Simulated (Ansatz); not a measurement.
# What (BP)2(AlN)2 [001] superlattice, zinc blende distorts into, part 3 of 3

Wanted: the energy along a soft mode of (BP)2(AlN)2 [001] superlattice, zinc blende and the structure at the end.

Ansatz 0.2.0; DFT LDA, scalar-relativistic, plane waves, PAW.

So far. Step 4 (The mode frozen in, largest atomic shift 0.04 Å): The run ends at a pressure of 0.12 GPa, with forces up to 0.038 eV/Å. Step 5 (Energy along the mode, all amplitudes (two of the runs …): The lowest step is at 0.04 Å, 0.031 meV/atom below the parent, and the energy rises beyond it.

The structure was built from a prototype and need not be the compound's stable phase.

## Step 6: Relaxation from the frozen mode (continued)

Electrostatic potential energy in the bc plane at fractional x = 0.000, with atoms of Al and B and N and P within 0.2 Å of it. With pseudopotentials it is smooth inside the atoms' cores, unlike the true potential.

Values in eV, 24 rows by 14 columns, each cell a mean:
```
 -1 -19 -39 -48 -42 -22  -2   6  10  11  11  11  10   7
  8   3  -8 -19 -19  -8   3   8  11  12  12  12  12  11
  9   0 -22 -44 -50 -42 -18   2  10  12  12  12  12  12
 10   1 -24 -49 -56 -54 -35  -7   8  12  12  12  12  12
 11   9   0 -15 -28 -28 -14   2   9  11  12  12  12  12
 11  11   9   8   6   5   7   9  10  11  11  12  12  12
 11  10  10   9   9   8   9   9  10  10  10  11  11  11
  8   9   9   9   8   8   8   8   9   9   8   8   8   8
  1   3   5   7   8   8   8   8   7   6   4   1  -1  -1
-10  -9  -3   3   6   8   8   8   6   2  -5 -10 -10 -10
  0  -7 -10  -4   4   7   8   8   6  -1  -9  -9  -2   3
  2  -5 -10  -6   3   7   8   8   6   2  -7 -10  -3   3
 -9 -10  -8  -2   3   3   2   2   3   3   0  -5  -9  -9
 -1   0   2   3  -1 -14 -27 -32 -27 -14  -2   2   2   0
  8   8   7   3 -10 -38 -54 -57 -57 -48 -23  -3   5   8
 10  10   9   5  -7 -34 -54 -57 -57 -55 -34  -9   4   9
 11  11  10   8   3  -9 -26 -40 -43 -35 -18  -2   5   9
 11  11  11  10   9   6   3  -1  -3  -1   2   6   8  10
 10  10  10  10  10  10   9   9   8   8   9   9  10  10
 10  10  10  10  10  10  10  10  10  10  10  10  10  10
  9   9   8   9   9  10  10  11  11  11  11  11  10  10
  6   4   3   3   5   7   9  10  11  11  11  10  10   8
 -2 -17 -29 -30 -19  -3   5   8  10  11  11  10   9   6
-10 -36 -53 -57 -50 -25  -3   6   9  11  11  10   8   5
```
Columns run along b (3.3 Å; values clipped at the 3rd and 97th percentile), rows up along c (9.4 Å). Atoms in or near the plane, at fractional coordinates: Al at (0.96, 0.53), B at (0.21, 0.00), N at (0.30, 0.85), P at (0.54, 0.36).

The distorted start has space group Pm; the relaxation ends in Pm.

## Step 7: The new phase in its own primitive cell

The relaxed structure is symmetrised, reduced to its primitive cell and relaxed tightly, as its phonons need.

input.yaml

```yaml
crystal:
  lattice:
    - [3.3220417605, 0.0, 0.0]
    - [0.0, 3.1727661068, 0.0]
    - [-1.5614046234, 0.0, 9.2771579451]
  atoms:
    - { symbol: Al, position: [0.9563419984, 0.0, 0.4694211862] }
    - { symbol: Al, position: [0.3524531708, 0.5, 0.2479570957] }
    - { symbol: B, position: [0.2126938497, 0.0, 0.9987474805] }
    - { symbol: B, position: [0.5917316933, 0.5, 0.7585725166] }
    - { symbol: "N", position: [0.9044163288, 0.5, 0.3597176416] }
    - { symbol: "N", position: [0.3015203118, 0.0, 0.1461274517] }
    - { symbol: P, position: [0.1477632893, 0.5, 0.8792772396] }
    - { symbol: P, position: [0.5366734245, 0.0, 0.6401793883] }
kpoints:
  mp_grid: { grid: [10, 10, 4] }
hamiltonian:
  xc: lda
scf:
  occupations: { method: methfessel_paxton, width: 0.15 }
output:
  forces: true
  stress: true
  eigenvalues: true
relax:
  adjacent_minimum: "off"
  f_tol: 0.001
  max_steps: 60
  cell: { stress_tol: 0.01 }
```

Started as:

```sh
ansatz run input.yaml --threads 8 --pin off --max-ram 14336MiB --backend cpu --events-out ev --progress --plain --runs-dir out
```

Standard output:

```text
[...]
Crystal: 8 atoms, lattice volume = 97.782 Å³
Basis set: ecut = 420 eV, 1941 PW (Γ)
Bands: 24, of which v1, the nominal top of the filled ones, is band 16 counted from 1 (15 counted from 0)
Symmetry: 2 space group operations
[...]
k-points: 132 of 400 (time reversal used)
[...]
- [-1.598542, -9.227930e-19, 9.285486]
  atoms:
    - { symbol: Al, position: [0.954545, 0, 0.469438] }
    - { symbol: Al, position: [0.345572, 0.5, 0.248014] }
    - { symbol: B, position: [0.217044, 0, 0.998700] }
    - { symbol: B, position: [0.596738, 0.5, 0.758528] }
    - { symbol: N, position: [0.900444, 0.5, 0.359756] }
    - { symbol: N, position: [0.294665, 0, 0.146201] }
    - { symbol: P, position: [0.155970, 0.5, 0.879208] }
    - { symbol: P, position: [0.538617, 0, 0.640156] }
[key lines of the parts left out:]
SCF converged after 6 iterations
Free energy (F): -3530.715447 eV
Fermi energy:    8.277103 eV
P = ⅓ Tr σ = 0.0005 GPa (0.005 kbar)
```

Run time: 53 s. Hardware: 8 threads of Arm Neoverse V2, shared host; peak memory 0.65 GiB; 6.8 min of CPU time.

Relaxation path:

| step | energy less that of the first step (eV) | largest force component (eV/Å) | pressure (GPa) | volume (Å³) |
| --- | --- | --- | --- | --- |
| 1 | 0.0000 | 0.0013 | 0.00 | 97.78 |
| 2 | 0.0000 | 0.0013 | 0.00 | 97.79 |
| 3 | 0.0000 | 0.0025 | 0.00 | 97.79 |
| 4 | 0.0000 | 0.0033 | -0.01 | 97.80 |
| 5 | 0.0000 | 0.0104 | -0.01 | 97.80 |
| 6* | 0.0000 | 0.0066 | -0.01 | 97.80 |
| 7 | 0.0000 | 0.0027 | 0.00 | 97.80 |
| 8 | 0.0000 | 0.0017 | 0.00 | 97.80 |
| 9 | 0.0000 | 0.0006 | 0.00 | 97.80 |
| 10* | -0.0001 | 0.0006 | 0.00 | 97.80 |
| 11 | -0.0001 | 0.0004 | 0.00 | 97.80 |
| 12 | -0.0001 | 0.0045 | 0.00 | 97.81 |
| 13 | -0.0001 | 0.0016 | 0.00 | 97.80 |
| 14 | -0.0001 | 0.0002 | 0.00 | 97.81 |
| 15* | -0.0001 | 0.0002 | 0.00 | 97.81 |

Relaxation steps marked * repeat the geometry before them on a plane-wave basis chosen anew for their cell, so energy and pressure can jump there.

Forces are held to the 2 operations that the program found; a distortion that breaks them can't arise in this run.

```csv
cell as run,before,after,change
a (Å),3.322,3.322,+0.0 %
b (Å),3.173,3.173,-0.0 %
c (Å),9.408,9.422,+0.2 %
β (°),99.55,100.00,+0.4 %
volume (Å³/atom),12.22,12.23,+0.0 %
```

The atoms that moved most (Å, as changes of fractional coordinates times the final cell):

| atom | dx | dy | dz | length |
| --- | --- | --- | --- | --- |
| P7 | 0.027 | 0.000 | -0.001 | 0.027 |
| Al2 | -0.023 | 0.000 | 0.001 | 0.023 |
| N6 | -0.023 | 0.000 | 0.001 | 0.023 |
| B4 | 0.017 | 0.000 | 0.000 | 0.017 |
| B3 | 0.015 | 0.000 | 0.000 | 0.015 |
| N5 | -0.013 | 0.000 | 0.000 | 0.013 |
| P8 | 0.006 | 0.000 | 0.000 | 0.006 |
| Al1 | -0.006 | 0.000 | 0.000 | 0.006 |

Read from the output:

| Property | Result |
| --- | --- |
| pressure | 4.56e-4 GPa |
| volume per atom | 12.23 Å³ |
| gap on the k-mesh | 0.1637 eV |
| direct gap on mesh | 0.7256 eV |

The largest force component left is 0.19 meV/Å and the pressure is 0.000 GPa, within the tolerances set. The cell now holds 12.23 Å³/atom.

## Step 8: Modes of the new phase, k-mesh 10×10×4

A relaxed structure may still be a saddle point, so its zone-centre modes are computed. No field response is asked.

input.yaml

```yaml
crystal:
  lattice:
    - [3.3221477091, 0.0, -0.0132806099]
    - [0.0, 3.1727604897, 0.0]
    - [-1.5985419483, 0.0, 9.2854861499]
  atoms:
    - { symbol: Al, position: [0.9545449938, 0.0, 0.4694377055] }
    - { symbol: Al, position: [0.3455722857, 0.5, 0.2480138866] }
    - { symbol: B, position: [0.2170436632, 0.0, 0.9986999357] }
    - { symbol: B, position: [0.5967376408, 0.5, 0.7585275599] }
    - { symbol: "N", position: [0.9004437421, 0.5, 0.359755917] }
    - { symbol: "N", position: [0.2946645258, 0.0, 0.1462011728] }
    - { symbol: P, position: [0.1559699411, 0.5, 0.8792076604] }
    - { symbol: P, position: [0.538617274, 0.0, 0.6401561623] }
kpoints:
  mp_grid: { grid: [10, 10, 4] }
hamiltonian:
  xc: lda
scf:
  occupations: { method: methfessel_paxton, width: 0.15 }
output:
  eigenvalues: true
phonons:
  method: dfpt
```

Standard output:

```text
[...]
Crystal: 8 atoms, lattice volume = 97.805 Å³
Basis set: ecut = 420 eV, 1937 PW (Γ), exchange–correlation on 48×48×128 points (8 copies of the dense FFT grid, shifted against one another)
Bands: 24, of which v1, the nominal top of the filled ones, is band 16 counted from 1 (15 counted from 0)
Symmetry: 2 space group operations
k-points: 132 of 400 (time reversal used)
[...]
SCF iter   1: F=—  HF=-3530.750394 eV  |F-HF|=—  |Δ(HF+E_count)|=         —  Δρ=9.02e-3  dr2=1.46e-1  ethr=1.77e-3  ⟨swp⟩=7.6  Hψ=19904  notcnv=0
[...]
SCF iter  11: F=-3530.715450 eV  HF=-3530.715450 eV  |F-HF|=3.64e-12  |Δ(HF+E_count)|=  6.82e-12  S|Δr|=    0.00e0  Δρ=6.10e-8  dr2=4.32e-12  ethr=1.00e-12  ⟨swp⟩=13.5  Hψ=19577  notcnv=0
SCF 1 converged in 11 iterations: F = -3530.715450 eV  dr2 = 4.32e-12
[...]
SCF converged after 11 iterations
[...]
Free energy (F): -3530.715450 eV
[...]
Internal energy: -3530.716446 eV  (E = F + TS)
E sigma→0 (E₀):  -3530.715699 eV
Entropy (-TS):   0.000996 eV (0.125 meV/atom)
Fermi energy:    8.277102 eV
[...]
--- Band table (eV; the first three rows and the last of 132) ---
  k-point 0: bands = [... 12 lower, 5.5354, 6.0836, 7.1598, 7.8257, 8.6370, 9.3659, 9.9810, 11.3551, ... 4 higher]
  k-point 1: bands = [... 12 lower, 5.4475, 5.8177, 7.1158, 7.9134, 8.6896, 9.3830, 10.0025, 11.2600, ... 4 higher]
  k-point 2: bands = [... 12 lower, 5.3561, 5.4652, 7.0706, 8.0006, 8.7262, 9.4177, 10.0226, 11.1644, ... 4 higher]
  k-point 131: bands = [... 12 lower, 3.5815, 3.6784, 4.2177, 4.4927, 8.3922, 9.6336, 10.0760, 10.4113, ... 4 higher]
[...]
ASR residual: 7.755e-5 → 0.000e0 eV/Å²; symmetrization residual: 1.366e-6 eV/Å²
[...]
```

It took 75 s on 8 threads; peak memory 1.4 GiB.

Read from the output:

- sum-rule residual before enforcement: 7.76e-5 eV/Å²
- point group: m
- highest optical mode at the zone centre (no LO-TO term): 1429 cm⁻¹
- lowest optical zone-centre mode: 124.7 cm⁻¹

Patterns of degenerate modes are one choice out of their space. Modes at Γ, with each element's share of the kinetic energy:

| mode | frequency (cm⁻¹) | symmetry | Al % | B % | N % | P % |
| --- | --- | --- | --- | --- | --- | --- |
| 1 | 0.0 | acoustic | 33 | 13 | 17 | 37 |
| 2 | 0.0 | acoustic | 33 | 13 | 17 | 37 |
| 3 | 0.0 | acoustic | 33 | 13 | 17 | 37 |
| 4 | 124.7 | A' | 24 | 14 | 12 | 50 |
| 5 | 182.1 | A' | 35 | 3 | 17 | 45 |
| 6 | 186.2 | A'' | 36 | 11 | 14 | 39 |
| 7 | 234.6 | A'' | 12 | 22 | 5 | 61 |
| 8 | 282.3 | A'' | 61 | 3 | 22 | 13 |
| 9 | 316.3 | A' | 24 | 12 | 61 | 4 |
| 10 | 332.6 | A' | 38 | 10 | 15 | 38 |
| 11 | 356.8 | A' | 38 | 8 | 13 | 40 |
| 12 | 435.9 | A' | 59 | 2 | 6 | 34 |
| 13 | 472.6 | A' | 2 | 83 | 13 | 1 |
| 14 | 530.9 | A' | 42 | 1 | 3 | 54 |
| 15 | 539.5 | A' | 23 | 1 | 72 | 4 |
| 16 | 640.3 | A' | 1 | 71 | 3 | 25 |
| 17 | 647.7 | A' | 22 | 5 | 70 | 3 |
| 18 | 665.7 | A' | 27 | 24 | 39 | 11 |
| 19 | 684.8 | A'' | 25 | 0 | 75 | 0 |
| 20 | 739.4 | A'' | 13 | 50 | 19 | 18 |
| 21 | 750.6 | A' | 0 | 81 | 1 | 18 |
| 22 | 766.0 | A'' | 18 | 35 | 36 | 11 |
| 23 | 831.6 | A'' | 3 | 64 | 13 | 19 |
| 24 | 1429.4 | A' | 0 | 58 | 42 | 0 |

Displacements in mode 4 (124.7 cm⁻¹), the largest set to 1:
```
Al1 -0.33  0.00  0.00
Al2 -0.67  0.00  0.01
B3   0.50  0.00  0.00
B4   0.77  0.00 -0.01
N5  -0.52  0.00  0.01
N6  -0.53  0.00  0.01
P7   1.00  0.00 -0.01
P8  -0.10  0.00  0.00
```

Displacements in mode 17 (647.7 cm⁻¹), the largest set to 1:
```
Al1 -0.01  0.00 -0.41
Al2  0.00  0.00 -0.08
B3  -0.03  0.00 -0.30
B4  -0.07  0.00  0.00
N5   0.02  0.00  1.00
N6   0.01  0.00 -0.21
P7   0.03  0.00  0.12
P8   0.01  0.00  0.05
```

Before it was imposed, the acoustic sum rule was missed by 7.8e-5 eV/Å². Small misses are needed for a sound result but don't prove that mesh and cutoff are converged. The lowest optical mode is real, 125 cm⁻¹.

## Step 9: The phases reached

The phases reached along the modes that were followed are set side by side.

Energies are those of the first relaxation, on the mesh of the frozen mode; space group, volume and gap are those of the last relaxation. Phases, by row:

```csv
mode frozen in,space group,energy from parent (meV/atom),volume (Å³/atom),gap on mesh (eV),lowest zone-centre optical mode (cm⁻¹),largest shift (Å)
parent,Pmm2,0,10.97,0,–,–
"q = (0, 0, 0), 79i cm⁻¹",Pm,-39.18,12.23,0.164,124.7,0.778
```

## Step 10: Summary of results

| Item | Value |
| --- | --- |
| unstable mode of the parent | q = (0, 0, 0), 79i cm⁻¹ |
| depth at the lowest point sampled | 0.031 meV/atom |
| largest atomic shift at that point | 0.04 Å |
| space group reached | Pm |
| energy gained over the parent (first relaxation, on the mesh of the frozen mode) | 39.2 meV/atom |
| volume per atom, phase reached | 12.2 Å³ |
| gap on the k-mesh, phase reached | 0.164 eV |
| lowest optical zone-centre mode, phase reached | 125 cm⁻¹ |
| highest optical mode at the zone centre (no LO-TO term), phase reached | 1429 cm⁻¹ |

**Reading.** Along this mode the structure falls into Pm, 39.2 meV/atom below the parent. At the parent's cell the well is 0.031 meV/atom deep on the steps tried, with its lowest point at a shift of 0.04 Å. Relaxing atoms and cell changes the gain by +39.15 meV/atom against the lowest step (energies at zero smearing). Most of the total comes from this relaxation. The new phase has no imaginary mode at the zone centre of its cell; other wavevectors were not checked. So shallow a well is near the error of the k mesh. Each path keeps the symmetry of its pattern, so a lower phase may lie along a pattern not tried. With no gap, or one that is small against the smearing, the frequencies hang on the k mesh and the smearing, most of all near Kohn anomalies. The volume moved by more than a tenth on the k mesh of the start, so the energy gain is rough. A semilocal functional can close a gap that the real compound would have, so the metallic treatment may be an artefact of the level. The starting cell was built on a prototype and not taken from a measurement, so the phase need not exist.

[Long decimals in the printed logs are rounded to 6 places.]

[Logs are printed without paths, hosts, clocks, repeated set-up lines and the standing remarks that a program may print on its own settings, such as how far it seeks lower states.]

[Hosts, paths, dates, database ids (printed as entryN), source tags and the programs' standing remarks are cut or masked in the printed files.]

[Where the starting crystal was built by hand or by swapping elements, it need not be the compound's stable phase.]
